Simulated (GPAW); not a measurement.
**Settings that the conductance of disilanedithiol between two Pt chains needs**

Aim: the cheapest settings that leave the conductance of disilanedithiol between two Pt chains unchanged.

Main program and level: GPAW 26.7.0; GPAW LCAO, PAW setups; Landauer transmission from Green's functions with principal layers (ASE), zero bias.

### 1. Starting point

The cell holds 22 atoms: 14 Pt, 2 S, 4 H and 2 Si. Its edges and angles: a = 12.450 Å, b = 10.643 Å, c = 40.355 Å, α = 90.0°, β = 90.0°, γ = 90.0°. Regions: left lead, 7 atoms (7 Pt); channel, 8 atoms (2 S, 4 H and 2 Si); right lead, 7 atoms (7 Pt). Vacuum lies along a and b. The structure is stacked along c, and the current runs across the ab planes.

### 2. Base settings

All settings start at ordinary values; they are then varied in turn, with meshes following the cell where its length changes.

Input file run.py:

```python
import json
import numpy as np
from ase import Atoms
from ase.transport.calculators import TransportCalculator
from gpaw import GPAW, FermiDirac
from gpaw.lcao.tools import get_lcao_hamiltonian
from scipy.linalg import eigh

# The junction with lead layers at both ends, along the third cell vector
device = Atoms(
    ['Pt', 'Pt', 'Pt', 'Pt', 'Pt', 'Pt', 'Pt', 'S', 'H', 'Si', 'H', 'H', 'Si', 'H', 'S', 'Pt', 'Pt', 'Pt', 'Pt', 'Pt', 'Pt', 'Pt'],
    positions=[
        [6.22500, 5.32159, 1.20000],
        [6.22500, 5.32159, 3.60000],
        [6.22500, 5.32159, 6.00000],
        [6.22500, 5.32159, 8.40000],
        [6.22500, 5.32159, 10.80000],
        [6.22500, 5.32159, 13.20000],
        [6.22500, 5.32159, 15.60000],
        [7.44306, 5.47448, 17.60386],
        [5.94800, 7.39318, 19.28132],
        [6.58243, 6.06345, 19.48220],
        [5.50429, 5.08760, 19.79606],
        [9.20001, 7.13450, 20.90112],
        [8.14996, 6.11723, 21.17384],
        [8.80097, 4.78962, 21.33468],
        [7.24373, 6.59847, 23.06538],
        [6.22500, 5.32159, 24.75484],
        [6.22500, 5.32159, 27.15484],
        [6.22500, 5.32159, 29.55484],
        [6.22500, 5.32159, 31.95484],
        [6.22500, 5.32159, 34.35484],
        [6.22500, 5.32159, 36.75484],
        [6.22500, 5.32159, 39.15484]],
    cell=[[12.45001, 0.0, 0.0], [0.0, 10.64318, 0.0], [0.0, 0.0, 40.35484]],
    pbc=True)

# One principal layer of the lead: the first 5 atoms of the device
lead = Atoms(
    ['Pt', 'Pt', 'Pt', 'Pt', 'Pt'],
    positions=[
        [6.22500, 5.32159, 1.20000],
        [6.22500, 5.32159, 3.60000],
        [6.22500, 5.32159, 6.00000],
        [6.22500, 5.32159, 8.40000],
        [6.22500, 5.32159, 10.80000]],
    cell=[[12.45001, 0.0, 0.0], [0.0, 10.64318, 0.0], [0.0, 0.0, 12.0]],
    pbc=True)

settings = dict(mode='lcao', basis='szp(dzp)', xc='LDA', h=0.2,
                occupations=FermiDirac(0.1), maxiter=250,
                mixer=dict(beta=0.1, nmaxold=8, weight=100.0),
                convergence=dict(density=0.0001))
energies = np.arange(-2, 2 + 1e-9, 0.05)
eta = 0.0001
n1, n2 = 1, 1
# k and -k transmit alike, so half of the mesh across the current serves
mesh = [(i, j) for i in range(n1) for j in range(n2) if (i, j) <= (-i % n1, -j % n2)]
weights = np.array([1 if (i, j) == (-i % n1, -j % n2) else 2 for i, j in mesh]) / (n1 * n2)

# [... helper functions left out ...]
fermi_lead = ground_state(lead, (1, 1, 10), 'lead.txt')
fermi_device = ground_state(device, (1, 1, 2), 'device.txt')
# [... loop over the mesh left out, but for ...]
        # Shift the lead onto the potential of the device's first layer
        shift = ((H[:, 0, 0] - H0[:, 0, 0]) / S0[0, 0]).real.mean()
# [...]
kT = 8.617333e-5 * 77
bias = [0.1, 0.2, 0.5, 1.0, 1.5, 2.0]
# [... integrals and printing left out ...]
```

The run is started by

```bash
OMP_NUM_THREADS=1 OPENBLAS_NUM_THREADS=2 python run.py
```

Log:

```text
basis functions: device 262, principal layer 75
Fermi level: lead -5.4953 eV, device -5.4531 eV; lead shifted by 0.0052 eV
largest coupling past the next layer 8.36e-06 eV, largest misfit of the first layer 0.214 eV
  E-E_F (eV)   T (one spin)  channels
    -2.000    2.7029e-01    3.0000
    -1.950    2.9439e-01    3.0000
    -1.900    3.1830e-01    3.0000
    -1.850    3.4011e-01    3.0000
    -1.800    3.5731e-01    3.0000
    -1.750    3.6730e-01    3.0000
    -1.700    3.6826e-01    3.0000
    -1.650    3.5981e-01    3.0000
    -1.600    3.4292e-01    3.0000
    -1.550    3.1891e-01    3.0000
    -1.500    2.8549e-01    3.0000
    -1.450    2.6923e-01    4.0000
    -1.400    2.6744e-01    4.0000
    -1.350    2.6235e-01    4.0000
    -1.300    2.5316e-01    4.0000
    -1.250    2.3637e-01    4.0000
[...]
1.650    3.1615e-02    1.0000
     1.700    3.0491e-02    1.0000
     1.750    2.9505e-02    1.0000
     1.800    2.8642e-02    1.0000
     1.850    2.7891e-02    1.0000
     1.900    2.7244e-02    1.0000
     1.950    2.6691e-02    1.0000
     2.000    2.6228e-02    1.0000
conductance at 77 K: 0.45625 G0 a cell; thermopower 2.419 uV/K
current from the zero-bias T(E) at 0.1 V: 3.5351 uA
current from the zero-bias T(E) at 0.2 V: 7.0787 uA
current from the zero-bias T(E) at 0.5 V: 18.094 uA
current from the zero-bias T(E) at 1.0 V: 32.103 uA
current from the zero-bias T(E) at 1.5 V: 45.335 uA
current from the zero-bias T(E) at 2.0 V: 56.252 uA
```

The job ended after 2.2 min (2 threads of Intel Xeon 6975P-C (Granite Rapids), shared host; peak memory 2.1 GiB).

Numbers from this step:

```yaml
conductance: 0.4562 G₀
thermopower: 2.419 μV/K
largest_coupling_past_the_next_principal_layer: 8.36e-6 eV
largest_misfit_of_the_first_principal_layer: 0.2137 eV
shift_that_aligns_the_lead: 0.005185 eV
basis_functions_of_the_junction: 262
basis_functions_of_a_principal_layer: 75
transmission_at_the_fermi_level_one_spin: 0.4564
open_channels_of_the_lead_at_the_fermi_level_one_spin: 4
```

One spin. Table of transmission, zone mean by energy, zero at the Fermi level:

| energy (eV) | transmission, zone mean |
| --- | --- |
| -2.00 | 0.270 |
| -1.90 | 0.318 |
| -1.80 | 0.357 |
| -1.70 | 0.368 |
| -1.55 | 0.319 |
| -1.45 | 0.269 |
| -1.35 | 0.262 |
| -1.25 | 0.236 |
| -1.15 | 0.311 |
| -1.05 | 0.327 |
| -0.90 | 0.459 |
| -0.80 | 0.497 |
| -0.70 | 0.474 |
| -0.60 | 0.465 |
| -0.50 | 0.484 |
| -0.40 | 0.508 |
| -0.25 | 0.648 |
| -0.15 | 0.567 |
| -0.05 | 0.486 |
| 0.00 | 0.456 |
| 0.05 | 0.427 |
| 0.15 | 0.368 |
| 0.25 | 0.308 |
| 0.40 | 0.202 |
| 0.50 | 0.202 |
| 0.60 | 0.217 |
| 0.70 | 0.220 |
| 0.80 | 0.130 |
| 0.90 | 0.0953 |
| 1.05 | 0.0677 |
| 1.15 | 0.0565 |
| 1.25 | 0.0484 |
| 1.35 | 0.0424 |
| 1.45 | 0.0379 |
| 1.55 | 0.0343 |
| 1.70 | 0.0305 |
| 1.80 | 0.0286 |
| 1.90 | 0.0272 |
| 2.00 | 0.0262 |

Crossings of the lead's bands, unfolded to its shortest repeat. Table of open channels, zone mean by energy, zero at the Fermi level:

| energy (eV) | open channels, zone mean |
| --- | --- |
| -2.000 | 3 |
| -1.800 | 3 |
| -1.600 | 3 |
| -1.400 | 4 |
| -1.200 | 6 |
| -1.000 | 6 |
| -0.800 | 6 |
| -0.600 | 6 |
| -0.400 | 6 |
| -0.200 | 4 |
| 0.000 | 4 |
| 0.200 | 4 |
| 0.400 | 3 |
| 0.600 | 3 |
| 0.800 | 1 |
| 1.000 | 1 |
| 1.200 | 1 |
| 1.400 | 1 |
| 1.600 | 1 |
| 1.800 | 1 |
| 2.000 | 1 |

Not self-consistent under bias; the bias window is split evenly. Current through one cell, from the zero-bias transmission against bias:

| bias (V) | current through one cell, from the zero-bias transmission (μA) |
| --- | --- |
| 0.100 | 3.54 |
| 0.200 | 7.08 |
| 0.500 | 18.1 |
| 1.000 | 32.1 |
| 1.500 | 45.3 |
| 2.000 | 56.3 |

Couplings past the next layer reach 8.4e-6 eV, small enough to drop; the matrix elements of the cell's first layer differ from the bulk lead's by up to 0.21 eV. That layer keeps its own values in the calculation, and only beyond it is the lead taken as perfect. The Fermi levels of lead and junction count from different zeros of potential, one for each periodic cell; with both set to zero, the small remaining shift is what aligns them. Without spin-orbit coupling, which is large for these atoms, channel counts and T are those of the scalar-relativistic bands. By hand: G = 0.4562 × 77.48 μS = 35.3 μS, a resistance of 28.3 kΩ; at 0.1 V a linear junction would pass 3.53 μA, and the integral over the bias window gives 3.54 μA. Mott's formula, S = -(π²/3)(k_B²T/e) d ln T/dE, has the prefactor 1.88 μV/K·eV at 77 K; T = 0.4857 at -0.05 eV and 0.4271 at 0.05 eV give a slope of -1.29 per eV and S = 2.42 μV/K, beside 2.42 μV/K from the thermal integral, which interpolates the same grid.

### 3. Periods in a principal layer

A principal layer must be long enough that orbitals couple only to the neighbouring layers.

Edit run.py of step 2 so:

```diff
@@ -37,5 +37,5 @@
 
-# One principal layer of the lead: the first 5 atoms of the device
+# One principal layer of the lead: the first 3 atoms of the device
 lead = Atoms(
-    ['Pt', 'Pt', 'Pt', 'Pt', 'Pt'],
+    ['Pt', 'Pt', 'Pt'],
     positions=[
@@ -43,6 +43,4 @@
         [6.22500, 5.32159, 3.60000],
-        [6.22500, 5.32159, 6.00000],
-        [6.22500, 5.32159, 8.40000],
-        [6.22500, 5.32159, 10.80000]],
-    cell=[[12.45001, 0.0, 0.0], [0.0, 10.64318, 0.0], [0.0, 0.0, 12.0]],
+        [6.22500, 5.32159, 6.00000]],
+    cell=[[12.45001, 0.0, 0.0], [0.0, 10.64318, 0.0], [0.0, 0.0, 7.2]],
     pbc=True)
@@ -61,3 +59,3 @@
 # [... helper functions left out ...]
-fermi_lead = ground_state(lead, (1, 1, 10), 'lead.txt')
+fermi_lead = ground_state(lead, (1, 1, 16), 'lead.txt')
 fermi_device = ground_state(device, (1, 1, 2), 'device.txt')
```

Log:

```text
basis functions: device 262, principal layer 45
Fermi level: lead -5.4958 eV, device -5.4531 eV; lead shifted by 0.0048 eV
largest coupling past the next layer 5.09e-02 eV, largest misfit of the first layer 0.039 eV
  E-E_F (eV)   T (one spin)  channels
    -2.000    2.7046e-01    3.0000
    -1.950    2.9457e-01    3.0000
    -1.900    3.1847e-01    3.0000
    -1.850    3.4025e-01    3.0000
    -1.800    3.5741e-01    3.0000
    -1.750    3.6736e-01    3.0000
    -1.700    3.6828e-01    3.0000
    -1.650    3.5978e-01    3.0000
    -1.600    3.4283e-01    3.0000
    -1.550    3.1876e-01    3.0000
    -1.500    2.8587e-01    3.0000
    -1.450    2.6677e-01    4.0000
    -1.400    2.6627e-01    4.0000
    -1.350    2.6177e-01    4.0000
    -1.300    2.5353e-01    4.0000
    -1.250    2.4267e-01    4.0000
[...]
1.650    3.1597e-02    1.0000
     1.700    3.0466e-02    1.0000
     1.750    2.9474e-02    1.0000
     1.800    2.8607e-02    1.0000
     1.850    2.7854e-02    1.0000
     1.900    2.7206e-02    1.0000
     1.950    2.6654e-02    1.0000
     2.000    2.6193e-02    1.0000
conductance at 77 K: 0.45648 G0 a cell; thermopower 2.414 uV/K
current from the zero-bias T(E) at 0.1 V: 3.5368 uA
current from the zero-bias T(E) at 0.2 V: 7.0822 uA
current from the zero-bias T(E) at 0.5 V: 18.106 uA
current from the zero-bias T(E) at 1.0 V: 32.673 uA
current from the zero-bias T(E) at 1.5 V: 46.406 uA
current from the zero-bias T(E) at 2.0 V: 57.81 uA
```

Run time: 2.1 min. Hardware: 2 threads; peak memory 2 GiB.

Numbers from this step:

```yaml
conductance: 0.4565 G₀
thermopower: 2.414 μV/K
largest_coupling_past_the_next_principal_layer: 0.05089 eV
largest_misfit_of_the_first_principal_layer: 0.03900 eV
shift_that_aligns_the_lead: 0.004840 eV
basis_functions_of_a_principal_layer: 45
transmission_at_the_fermi_level_one_spin: 0.4566
```

One spin. Table of transmission, zone mean by energy, zero at the Fermi level:

energy (eV), transmission, zone mean and a bar:
```
    -2.00      0.270 ############
    -1.80      0.357 ################
    -1.70      0.368 ################
    -1.60      0.343 ###############
    -1.45      0.267 ############
    -1.25      0.243 ##########
    -1.05      0.328 ###############
    -0.85      0.488 ######################
    -0.65      0.466 #####################
    -0.50      0.483 ######################
    -0.40      0.507 #######################
    -0.30      0.469 #####################
    -0.25      0.648 ##############################
    -0.10      0.520 ########################
     0.00      0.457 #####################
     0.10      0.398 ##################
     0.30      0.265 ############
     0.35      0.358 ################
     0.50      0.201 ########
     0.65      0.231 ##########
     0.75      0.466 #####################
     0.85      0.111 ####
     1.05      0.068 ##
     1.25      0.049 #
     1.45      0.038 #
     1.60      0.033 
     1.80      0.029 
     2.00      0.026
```

Crossings of the lead's bands, unfolded to its shortest repeat. Open channels, zone mean against energy, zero at the Fermi level:

| energy (eV) | open channels, zone mean |
| --- | --- |
| -2.00 | 3 |
| -1.90 | 3 |
| -1.80 | 3 |
| -1.70 | 3 |
| -1.55 | 3 |
| -1.45 | 4 |
| -1.35 | 4 |
| -1.25 | 4 |
| -1.15 | 6 |
| -1.05 | 6 |
| -0.90 | 6 |
| -0.80 | 6 |
| -0.70 | 6 |
| -0.60 | 6 |
| -0.50 | 6 |
| -0.40 | 6 |
| -0.25 | 4 |
| -0.15 | 4 |
| -0.05 | 4 |
| 0.00 | 4 |
| 0.05 | 4 |
| 0.15 | 4 |
| 0.25 | 4 |
| 0.40 | 3 |
| 0.50 | 3 |
| 0.60 | 3 |
| 0.70 | 1 |
| 0.80 | 1 |
| 0.90 | 1 |
| 1.05 | 1 |
| 1.15 | 1 |
| 1.25 | 1 |
| 1.35 | 1 |
| 1.45 | 1 |
| 1.55 | 1 |
| 1.70 | 1 |
| 1.80 | 1 |
| 1.90 | 1 |
| 2.00 | 1 |

Not self-consistent under bias; the bias window is split evenly. Current through one cell, from the zero-bias transmission against bias:

| bias (V) | current through one cell, from the zero-bias transmission (μA) |
| --- | --- |
| 0.100 | 3.54 |
| 0.200 | 7.08 |
| 0.500 | 18.1 |
| 1.000 | 32.7 |
| 1.500 | 46.4 |
| 2.000 | 57.8 |

The conductance equals that of the base run to 0.2 %. Couplings past the next layer reach 0.051 eV, too large to drop without error; the matrix elements of the cell's first layer differ from the bulk lead's by up to 0.039 eV. That layer keeps its own values in the calculation, and only beyond it is the lead taken as perfect.

### 4. Varying the periods in a principal layer

Edit run.py of step 3 so:

```diff
@@ -37,5 +37,5 @@
 
-# One principal layer of the lead: the first 3 atoms of the device
+# One principal layer of the lead: the first 4 atoms of the device
 lead = Atoms(
-    ['Pt', 'Pt', 'Pt'],
+    ['Pt', 'Pt', 'Pt', 'Pt'],
     positions=[
@@ -43,4 +43,5 @@
         [6.22500, 5.32159, 3.60000],
-        [6.22500, 5.32159, 6.00000]],
-    cell=[[12.45001, 0.0, 0.0], [0.0, 10.64318, 0.0], [0.0, 0.0, 7.2]],
+        [6.22500, 5.32159, 6.00000],
+        [6.22500, 5.32159, 8.40000]],
+    cell=[[12.45001, 0.0, 0.0], [0.0, 10.64318, 0.0], [0.0, 0.0, 9.6]],
     pbc=True)
@@ -59,3 +60,3 @@
 # [... helper functions left out ...]
-fermi_lead = ground_state(lead, (1, 1, 16), 'lead.txt')
+fermi_lead = ground_state(lead, (1, 1, 12), 'lead.txt')
 fermi_device = ground_state(device, (1, 1, 2), 'device.txt')
```

Log:

```text
basis functions: device 262, principal layer 60
Fermi level: lead -5.4958 eV, device -5.4531 eV; lead shifted by 0.0048 eV
largest coupling past the next layer 7.18e-04 eV, largest misfit of the first layer 0.046 eV
  E-E_F (eV)   T (one spin)  channels
    -2.000    2.7028e-01    3.0000
    -1.950    2.9438e-01    3.0000
    -1.900    3.1828e-01    3.0000
    -1.850    3.4009e-01    3.0000
    -1.800    3.5729e-01    3.0000
    -1.750    3.6728e-01    3.0000
    -1.700    3.6825e-01    3.0000
    -1.650    3.5980e-01    3.0000
    -1.600    3.4292e-01    3.0000
    -1.550    3.1892e-01    3.0000
    -1.500    2.8549e-01    3.0000
    -1.450    2.6924e-01    4.0000
    -1.400    2.6745e-01    4.0000
    -1.350    2.6236e-01    4.0000
    -1.300    2.5317e-01    4.0000
    -1.250    2.3637e-01    4.0000
[...]
1.650    3.1612e-02    1.0000
     1.700    3.0490e-02    1.0000
     1.750    2.9505e-02    1.0000
     1.800    2.8644e-02    1.0000
     1.850    2.7905e-02    1.0000
     1.900    2.7213e-02    1.0000
     1.950    2.6679e-02    1.0000
     2.000    2.6220e-02    1.0000
conductance at 77 K: 0.45629 G0 a cell; thermopower 2.414 uV/K
current from the zero-bias T(E) at 0.1 V: 3.5354 uA
current from the zero-bias T(E) at 0.2 V: 7.0791 uA
current from the zero-bias T(E) at 0.5 V: 18.095 uA
current from the zero-bias T(E) at 1.0 V: 32.107 uA
current from the zero-bias T(E) at 1.5 V: 45.338 uA
current from the zero-bias T(E) at 2.0 V: 56.255 uA
```

Run time: 2.3 min. Hardware: 2 threads; peak memory 2 GiB.

Numbers from this step:

```yaml
conductance: 0.4563 G₀
largest_coupling_past_the_next_principal_layer: 7.18e-4 eV
largest_misfit_of_the_first_principal_layer: 0.04644 eV
basis_functions_of_a_principal_layer: 60
transmission_at_the_fermi_level_one_spin: 0.4564
```

One spin. Table of transmission, zone mean by energy, zero at the Fermi level:

| energy (eV) | transmission, zone mean |
| --- | --- |
| -2.000 | 0.270 |
| -1.800 | 0.357 |
| -1.700 | 0.368 |
| -1.600 | 0.343 |
| -1.400 | 0.267 |
| -1.200 | 0.287 |
| -1.000 | 0.365 |
| -0.800 | 0.497 |
| -0.600 | 0.465 |
| -0.400 | 0.508 |
| -0.250 | 0.648 |
| -0.200 | 0.639 |
| 0.000 | 0.456 |
| 0.200 | 0.339 |
| 0.400 | 0.202 |
| 0.600 | 0.217 |
| 0.800 | 0.130 |
| 1.000 | 0.0751 |
| 1.200 | 0.0522 |
| 1.400 | 0.0400 |
| 1.600 | 0.0329 |
| 1.800 | 0.0286 |
| 2.000 | 0.0262 |

Crossings of the lead's bands, unfolded to its shortest repeat. The open channels, zone mean by energy, zero at the Fermi level:

(Unchanged from step 2.)

Not self-consistent under bias; the bias window is split evenly. Current through one cell, from the zero-bias transmission against bias:

| bias (V) | current through one cell, from the zero-bias transmission (μA) |
| --- | --- |
| 0.100 | 3.54 |
| 0.200 | 7.08 |
| 0.500 | 18.1 |
| 1.000 | 32.1 |
| 1.500 | 45.3 |
| 2.000 | 56.3 |

The conductance equals that of the base run to 0.2 %. Couplings past the next layer reach 7.2e-4 eV, small enough to drop; the matrix elements of the cell's first layer differ from the bulk lead's by up to 0.046 eV. That layer keeps its own values in the calculation, and only beyond it is the lead taken as perfect.

### 5. Varying the periods in a principal layer

Edit run.py of step 4 so:

```diff
@@ -37,5 +37,5 @@
 
-# One principal layer of the lead: the first 4 atoms of the device
+# One principal layer of the lead: the first 6 atoms of the device
 lead = Atoms(
-    ['Pt', 'Pt', 'Pt', 'Pt'],
+    ['Pt', 'Pt', 'Pt', 'Pt', 'Pt', 'Pt'],
     positions=[
@@ -44,4 +44,6 @@
         [6.22500, 5.32159, 6.00000],
-        [6.22500, 5.32159, 8.40000]],
-    cell=[[12.45001, 0.0, 0.0], [0.0, 10.64318, 0.0], [0.0, 0.0, 9.6]],
+        [6.22500, 5.32159, 8.40000],
+        [6.22500, 5.32159, 10.80000],
+        [6.22500, 5.32159, 13.20000]],
+    cell=[[12.45001, 0.0, 0.0], [0.0, 10.64318, 0.0], [0.0, 0.0, 14.4]],
     pbc=True)
@@ -60,3 +62,3 @@
 # [... helper functions left out ...]
-fermi_lead = ground_state(lead, (1, 1, 12), 'lead.txt')
+fermi_lead = ground_state(lead, (1, 1, 8), 'lead.txt')
 fermi_device = ground_state(device, (1, 1, 2), 'device.txt')
```

Log:

```text
basis functions: device 262, principal layer 90
Fermi level: lead -5.4958 eV, device -5.4531 eV; lead shifted by 0.0048 eV
largest coupling past the next layer 1.07e-14 eV, largest misfit of the first layer 0.213 eV
  E-E_F (eV)   T (one spin)  channels
    -2.000    2.7028e-01    3.0000
    -1.950    2.9439e-01    3.0000
    -1.900    3.1829e-01    3.0000
[...]
1.950    2.6692e-02    1.0000
     2.000    2.6228e-02    1.0000
conductance at 77 K: 0.45628 G0 a cell; thermopower 2.414 uV/K
current from the zero-bias T(E) at 0.1 V: 3.5353 uA
current from the zero-bias T(E) at 0.2 V: 7.079 uA
current from the zero-bias T(E) at 0.5 V: 18.095 uA
current from the zero-bias T(E) at 1.0 V: 32.106 uA
current from the zero-bias T(E) at 1.5 V: 45.338 uA
current from the zero-bias T(E) at 2.0 V: 56.254 uA
```

The job ended after 2.3 min (2 threads; peak memory 2.1 GiB).

One spin. Table of transmission, zone mean by energy, zero at the Fermi level:

| energy (eV) | transmission, zone mean |
| --- | --- |
| -2.00 | 0.270 |
| -1.85 | 0.340 |
| -1.70 | 0.368 |
| -1.60 | 0.343 |
| -1.45 | 0.269 |
| -1.30 | 0.253 |
| -1.15 | 0.311 |
| -1.05 | 0.327 |
| -0.90 | 0.459 |
| -0.75 | 0.486 |
| -0.60 | 0.465 |
| -0.50 | 0.484 |
| -0.40 | 0.508 |
| -0.35 | 0.446 |
| -0.25 | 0.648 |
| -0.20 | 0.639 |
| -0.05 | 0.486 |
| 0.00 | 0.456 |
| 0.05 | 0.427 |
| 0.20 | 0.339 |
| 0.35 | 0.209 |
| 0.50 | 0.202 |
| 0.60 | 0.217 |
| 0.75 | 0.159 |
| 0.90 | 0.0953 |
| 1.05 | 0.0677 |
| 1.15 | 0.0565 |
| 1.30 | 0.0452 |
| 1.45 | 0.0379 |
| 1.60 | 0.0329 |
| 1.70 | 0.0305 |
| 1.85 | 0.0279 |
| 2.00 | 0.0262 |

The conductance equals that of the base run to 0.2 %. Couplings past the next layer reach 1.1e-14 eV, small enough to drop; the matrix elements of the cell's first layer differ from the bulk lead's by up to 0.21 eV. That layer keeps its own values in the calculation, and only beyond it is the lead taken as perfect.

### 6. Convergence in the periods in a principal layer

The runs and the base run on one axis.

This step: convergence of the conductance (GPAW 26.7.0).

The conductance stays at 0.456 G₀ for periods in a principal layer from 3 to 6.

(Continued in part 2 of 5.)

[Logs are printed without paths, hosts, clocks, repeated set-up lines and the standing remarks that a program may print on its own settings, such as how far it seeks lower states.]

[Hosts, paths, dates, database ids (printed as entryN), source tags and the programs' standing remarks are cut or masked in the printed files.]
